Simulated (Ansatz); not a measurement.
# KSrCl3 (model cell, started as cubic perovskite with Sr in the octahedra): following an unstable mode, part 3 of 3

Which phase does KSrCl3 (model cell, started as cubic perovskite with Sr in the octahedra) fall into along its unstable mode, and how much energy does it gain?

Ansatz 0.2.0; DFT PBEsol, scalar-relativistic, plane waves, PAW; PAW set soft_1.

So far. Step 5 (Energy along the mode, all amplitudes (two of the runs …): The lowest of the steps tried is the last one, at 0.6 Å, 30.4 meV/atom below the parent; the bottom of the well need not coincide with a step. Step 7 (The new phase in its own primitive cell): The largest force component left is 0.65 meV/Å and the pressure is -0.005 GPa, within the tolerances set. The cell now holds 32.21 Å³/atom. The relaxed cell has a = 7.585, c = 11.197 Å (conventional setting).

The structure was built from a prototype and need not be the compound's stable phase.

### 8. Modes of the new phase

A relaxed structure may still be a saddle point, so its zone-centre modes are computed. The response to a homogeneous field gives the Born charges and the dielectric tensor.

Input file input.yaml:

```yaml
crystal:
  lattice:
    - [-3.7923924024, 3.7923924024, 5.5982611288]
    - [3.7923924024, -3.7923924024, 5.5982611288]
    - [3.7923924024, 3.7923924024, -5.5982611288]
  atoms:
    - { symbol: K, position: [0.75, 0.25, 0.5] }
    - { symbol: K, position: [0.25, 0.75, 0.5] }
    - { symbol: Sr, position: [0.0, 0.0, 0.0] }
    - { symbol: Sr, position: [0.5, 0.5, 0.0] }
    - { symbol: Cl, position: [0.8360184211, 0.3360184211, 0.1720368421] }
    - { symbol: Cl, position: [0.1639815789, 0.6639815789, 0.8279631579] }
    - { symbol: Cl, position: [0.75, 0.75, 0.0] }
    - { symbol: Cl, position: [0.25, 0.25, 0.0] }
    - { symbol: Cl, position: [0.3360184211, 0.1639815789, 0.5] }
    - { symbol: Cl, position: [0.6639815789, 0.8360184211, 0.5] }
kpoints:
  mp_grid: { grid: [4, 4, 4] }
hamiltonian:
  xc: pbesol
  pseudopotentials: { kind: paw, azcp: { folder: soft_1 }, xc_functional: pbe }
scf:
  occupations: { method: fixed }
output:
  eigenvalues: true
phonons:
  method: dfpt
  dielectric: true
  rigid_motions: translations
```

On the command line:

```sh
$ ansatz run input.yaml --threads 4 --pin off --max-ram 16384MiB --backend cpu --events-out ev --progress --plain --runs-dir out
```

Numbers of over 12 decimals in the logs are rounded to 6 here.

Log:

```text
[...]
Crystal: 10 atoms, lattice volume = 322.062 Å³
Basis set: ecut = 420 eV, 6275 PW (Γ), exchange–correlation on 108×108×108 points (8 copies of the dense FFT grid, shifted against one another)
Bands: 50, of which v1, the nominal top of the filled ones, is band 40 counted from 1 (39 counted from 0)
Symmetry: 16 space group operations
k-points: 36 of 64 (irreducible under 1 space group operation, time reversal used)
[...]
SCF iter   1: F=—  HF=-16408.137095 eV  |F-HF|=—  |Δ(HF+E_count)|=         —  Δρ=4.31e-2  dr2=1.08e1  ethr=3.10e-3  ⟨swp⟩=7.9  Hψ=10027  notcnv=0  defer=276
[...]
SCF iter  11: F=-16403.727032 eV  HF=-16403.727032 eV  |F-HF|=5.82e-11  |Δ(HF+E_count)|=  9.39e-10  Δρ=7.66e-8  dr2=3.55e-11  ethr=1.00e-12  ⟨swp⟩=24.2  Hψ=17389  notcnv=0
SCF 1 converged in 11 iterations: F = -16403.727032 eV  dr2 = 3.55e-11
[...]
NSCF: frozen V_eff on 3 k-points
DFPT response loops at Γ: preconditioner auto → none (the input reference at scf.mixing.eps_inf says where Resta's filter doesn't serve); β = 0.50; Broyden in place of MSR1
SCF converged after 11 iterations
Free energy (F): -16403.727032 eV
[...]
Internal energy: -16403.727032 eV  (E = F + TS)
E sigma→0 (E₀):  -16403.727032 eV
Fermi energy:    1.335077 eV
[...]
--- Band table (eV; the first three rows and the last of 36) ---
  k-point 0: bands = [... 36 lower, 1.1133, 1.1133, 1.3295, 1.3295, 6.0667, 7.3370, 7.3370, 8.0177, ... 6 higher]
  k-point 1: bands = [... 36 lower, 0.9568, 1.1033, 1.1757, 1.2150, 6.6923, 7.4161, 7.6274, 8.1008, ... 6 higher]
  k-point 2: bands = [... 36 lower, 0.9452, 1.0235, 1.0385, 1.0729, 7.5412, 7.8415, 8.0332, 8.0475, ... 6 higher]
  k-point 35: bands = [... 36 lower, 0.6853, 0.6853, 1.3351, 1.3351, 7.5895, 7.7653, 7.7653, 7.8308, ... 6 higher]
--- Phonons (Γ-DFPT): 8 representative perturbations + reference, on 36 of 64 k-points (Σ response iterations 29) ---
  k mesh reduced under 1 symmetry operation, with k and −k counted as one. Each operation leaves every solved perturbation unchanged. A smaller set is not considered because the run solves the response to a homogeneous field
  ASR residual: 7.009e-5 → 0.000e0 eV/Å²; symmetrization residual: 7.037e-6 eV/Å²
  ASR residual per site (eV/Å²): 2.82e-5 2.82e-5 6.17e-5 6.17e-5 7.01e-5 7.01e-5 2.16e-5 2.16e-5 7.01e-5 7.01e-5
  Γ frequencies (cm⁻¹): -58.22 -58.22 -38.67 -38.67 0.00 0.00 0.00 45.89 45.89 62.38 62.38 69.38 74.42 77.28 77.35 77.35 88.06 96.15 96.15 121.63 139.83 153.88 153.88 158.34 196.51 208.80 216.49 216.49 246.50 253.27
  ε∞ (high-frequency dielectric tensor):
        2.545191     0.000000    -0.000000
        0.000000     2.545191     0.000000
        0.000000     0.000000     2.576499
  softest optical mode at Γ: -58.22 cm⁻¹; the repairs (sum rule, projections) moved no ω² at Γ by more than (1.49 cm⁻¹)²
  Born effective charges Z* (e; rows j = field, columns β = displacement):
    site 0:
         1.16512    0.00000   -0.00000
        -0.00000    1.16512    0.00000
        -0.00000    0.00000    1.36751
    site 1:
         1.16512    0.00000   -0.00000
        -0.00000    1.16512   -0.00000
        -0.00000   -0.00000    1.36751
    site 2:
         2.35637    0.10138   -0.00000
        -0.10138    2.35637    0.00000
        -0.00000    0.00000    2.39217
    site 3:
         2.35637   -0.10138   -0.00000
         0.10138    2.35637    0.00000
        -0.00000    0.00000    2.39217
    site 4:
        -1.32649    0.40748    0.00000
         0.40748   -1.32649   -0.00000
        -0.00000   -0.00000   -0.93007
    site 5:
        -1.32649    0.40748    0.00000
         0.40748   -1.32649   -0.00000
         0.00000   -0.00000   -0.93007
    site 6:
        -0.86851    0.00000   -0.00000
        -0.00000   -0.86851    0.00000
         0.00000   -0.00000   -1.89954
    site 7:
        -0.86851    0.00000   -0.00000
        -0.00000   -0.86851   -0.00000
         0.00000    0.00000   -1.89954
    site 8:
        -1.32649   -0.40748   -0.00000
        -0.40748   -1.32649    0.00000
         0.00000    0.00000   -0.93007
    site 9:
        -1.32649   -0.40748   -0.00000
        -0.40748   -1.32649    0.00000
        -0.00000    0.00000   -0.93007
  Z* charge neutrality: 1.151e-4 e pre-enforcement
  k-mesh period / interband length: 30.3 Å / 1.31 Å = 23.23 at k = (0.0000, 0.0000, 0.0000), direct gap 4.737 eV — 14 or more, which is no proof of convergence
  optical modes at Γ without the LO–TO term, one row a degenerate level:
      ω (cm⁻¹)  modes    IR ((D/Å)²/amu)
        -58.22      2             0.0000
        -38.67      2             4.9947
         45.89      2             0.0000
         62.38      2             1.4850
         69.38      1             0.0000
         74.42      1             3.0831
         77.28      1             0.0000
[...]
optical modes at Γ + LO–TO along q̂ = [1.0000, 0.0000, 0.0000]:
      ω (cm⁻¹)  modes    IR ((D/Å)²/amu)
[...]
optical modes at Γ + LO–TO along q̂ = [0.0000, 1.0000, 0.0000]:
      ω (cm⁻¹)  modes    IR ((D/Å)²/amu)
[...]
optical modes at Γ + LO–TO along q̂ = [0.0000, 0.0000, 1.0000]:
      ω (cm⁻¹)  modes    IR ((D/Å)²/amu)
[...]
82.03      1             0.0361
         96.15      2             0.0000
        121.63      1             0.0000
        126.99      1             2.4689
        139.83      1             0.0000
        153.88      2             1.5321
        158.34      1             0.0000
        196.51      1             0.0000
        208.80      1             0.0000
        216.49      2            11.7904
        253.27      1             0.0000
        287.18      1             9.6638
```

Elapsed: 4.8 min, on 4 threads of Arm Neoverse V1, shared host; peak memory 2.6 GiB.

Numbers from this step:

```yaml
sum_rule_residual_before_enforcement: 7.01e-5 eV/Å²
miss_of_the_charge_sum_rule: 1.15e-4 e
point_group: 4/mmm
highest_optical_mode_at_the_zone_centre_no_lo_to_term: 253.3 cm⁻¹
lowest_optical_zone_centre_mode: -58.22 cm⁻¹
mean_high_frequency_dielectric_constant: 2.556
largest_born_charge_third_of_the_trace: 2.368 e
top_of_the_zone_centre_spectrum_with_the_field: 287.2 cm⁻¹
```

Without the LO-TO term. Patterns of degenerate modes are one choice out of their space. The modes at Γ (shares of kinetic energy by element, %) (negative means imaginary):

```
mode  frequency (cm⁻¹)  symmetry  K %  Sr %  Cl %
   1             -58.2        Eg   23     0    77
   2             -58.2        Eg   23     0    77
   3             -38.7        Eu   42     0    58
   4             -38.7        Eu   42     0    58
   5               0.0  acoustic   17    38    46
   6               0.0  acoustic   17    38    46
   7               0.0  acoustic   17    38    46
   8              45.9        Eg   62     0    38
   9              45.9        Eg   62     0    38
  10              62.4        Eu   31     7    62
  11              62.4        Eu   31     7    62
  12              69.4       B1u    0     0   100
  13              74.4       A2u   82     5    13
  14              77.3       B2g  100     0     0
  15              77.3        Eu    9    47    44
  16              77.3        Eu    9    47    44
  17              88.1       A2u    1    34    65
  18              96.2        Eg   16     0    84
  19              96.2        Eg   16     0    84
  20             121.6       A1g    0     0   100
  21             139.8       B2g    0     0   100
  22             153.9        Eu    0    84    15
  23             153.9        Eu    0    84    15
  24             158.3       A1u    0   100     0
  25             196.5       B1g    0     0   100
  26             208.8       A2g    0     0   100
  27             216.5        Eu    0    24    76
  28             216.5        Eu    0    24    76
  29             246.5       A2u    0    23    77
  30             253.3       A2g    0     0   100
```

Displacements in mode 2 (-58.2 cm⁻¹), the largest set to 1:
```
K1   0.59 -0.32  0.00
K2  -0.59  0.32  0.00
Sr3  0.00  0.00  0.00
Sr4  0.00  0.00  0.00
Cl5  0.00  0.00 -0.19
Cl6  0.00  0.00  0.19
Cl7 -1.00 -0.54  0.00
Cl8  1.00  0.54  0.00
Cl9  0.00  0.00 -0.62
Cl10 0.00  0.00  0.62
```

Displacements in mode 14 (77.3 cm⁻¹), the largest set to 1:
```
K1   0.00  0.00 -1.00
K2   0.00  0.00  1.00
Sr3  0.00  0.00  0.00
Sr4  0.00  0.00  0.00
Cl5 -0.03 -0.03  0.00
Cl6  0.03  0.03  0.00
Cl7  0.00  0.00  0.00
Cl8  0.00  0.00  0.00
Cl9 -0.03  0.03  0.00
Cl10 0.03 -0.03  0.00
```

Optical modes at the zone centre, without and with the macroscopic field of the longitudinal modes; each column is sorted by frequency, so a row need not hold one and the same mode. Modes with and without the field, by row:

```
rank among optical modes  no field (cm⁻¹)  q along (1, 0, 0) (cm⁻¹)  q along (0, 0, 1) (cm⁻¹)
                       1            -58.2                     -58.2                     -58.2
                       2            -58.2                     -58.2                     -58.2
                       3            -38.7                     -38.7                     -38.7
                       4            -38.7                      33.8                     -38.7
                       5             45.9                      45.9                      45.9
                       6             45.9                      45.9                      45.9
                       7             62.4                      62.4                      62.4
                       8             62.4                      69.4                      62.4
                       9             69.4                      69.9                      69.4
                      10             74.4                      74.4                      77.3
                      11             77.3                      77.3                      77.3
                      12             77.3                      77.3                      77.3
                      13             77.3                      88.1                        82
                      14             88.1                      94.8                      96.2
                      15             96.2                      96.2                      96.2
                      16             96.2                      96.2                     121.6
                      17            121.6                     121.6                       127
                      18            139.8                     139.8                     139.8
                      19            153.9                     153.9                     153.9
                      20            153.9                     158.3                     153.9
                      21            158.3                     158.8                     158.3
                      22            196.5                     196.5                     196.5
                      23            208.8                     208.8                     208.8
                      24            216.5                     216.5                     216.5
                      25            216.5                     246.5                     216.5
                      26            246.5                     253.3                     253.3
                      27            253.3                     257.1                     287.2
```

Born charge (rows field, columns displacement) (e), principal values of the symmetric part by kind of site:

```
atom  atoms with these values    low  middle   high   mean
  K1                        2   1.17    1.17   1.37   1.23
 Sr3                        2   2.36    2.36   2.39   2.37
 Cl5                        4  -1.73   -0.93  -0.92  -1.19
 Cl7                        2  -1.90   -0.87  -0.87  -1.21
```

In full for Cl7:

```
-0.87  0.00  0.00
 0.00 -0.87  0.00
 0.00  0.00 -1.90
```

High-frequency dielectric tensor:

```
2.55 0.00 0.00
0.00 2.55 0.00
0.00 0.00 2.58
```

Transverse modes; imaginary modes are left out. Infrared lines, with heights relative to the strongest:

```
position (cm⁻¹)  lines merged  relative intensity
             46             1                 0.0
             62             1                  13
             69             1                 0.0
             74             1                  26
             77             2                  11
             88             1                  18
             96             1                 0.0
            122             1                 0.0
            140             1                 0.0
            154             1                  13
            158             1                 0.0
            196             1                 0.0
            209             1                 0.0
            216             1                 100
            246             1                  59
            253             1                 0.0
```

Before it was imposed, the acoustic sum rule was missed by 7.0e-5 eV/Å² and the charge sum rule by 1.2e-4 e. Small misses are needed for a sound result but don't prove that mesh and cutoff are converged. The lowest optical mode is imaginary, 58.2i cm⁻¹, so the energy falls along it.

### 9. Outcome

```
unstable mode of the parent                                                      : q = (-0.5, -0.5, -0.5), 67i cm⁻¹
depth at the lowest point sampled                                                : 30.4 meV/atom
largest atomic shift at that point                                               : 0.6 Å
space group reached (within 0.01 Å)                                              : I4/mcm
energy gained over the parent (first relaxation, on the mesh of the frozen mode) : 56.0 meV/atom
volume per atom, phase reached                                                   : 32.2 Å³
gap on the k-mesh, phase reached                                                 : 4.73 eV
lowest optical zone-centre mode, phase reached                                   : -58.2 cm⁻¹
highest optical mode at the zone centre (no LO-TO term), phase reached           : 253 cm⁻¹
```

Along this mode the structure falls into I4/mcm, 56.0 meV/atom below the parent. At the parent's cell the well is 30.39 meV/atom deep on the steps tried, with its lowest point at a shift of 0.6 Å. That is the last step tried, so the steps alone don't bracket the bottom of the well. Relaxing atoms and cell changes the gain by +25.57 meV/atom against the lowest step (energies at zero smearing). The new phase still has an imaginary mode at the zone centre of its cell, so it is a saddle point on the way to a lower structure. Of the 4 patterns followed to their end from this parent, this one ends 19.8 meV/atom above the lowest, Imma. Another end point lies within 1 meV/atom; how such a difference moves with mesh and cutoff was not tested. Each path keeps the symmetry of its pattern, so a lower phase may lie along a pattern not tried. The PAW files were made for PBE and serve the other functionals too. The starting cell was built on a prototype and not taken from a measurement, so the phase need not exist.

[Logs are printed without paths, hosts, clocks, repeated set-up lines and the standing remarks that a program may print on its own settings, such as how far it seeks lower states.]

[Hosts, paths, dates, database ids (printed as entryN), source tags and the programs' standing remarks are cut or masked in the printed files.]
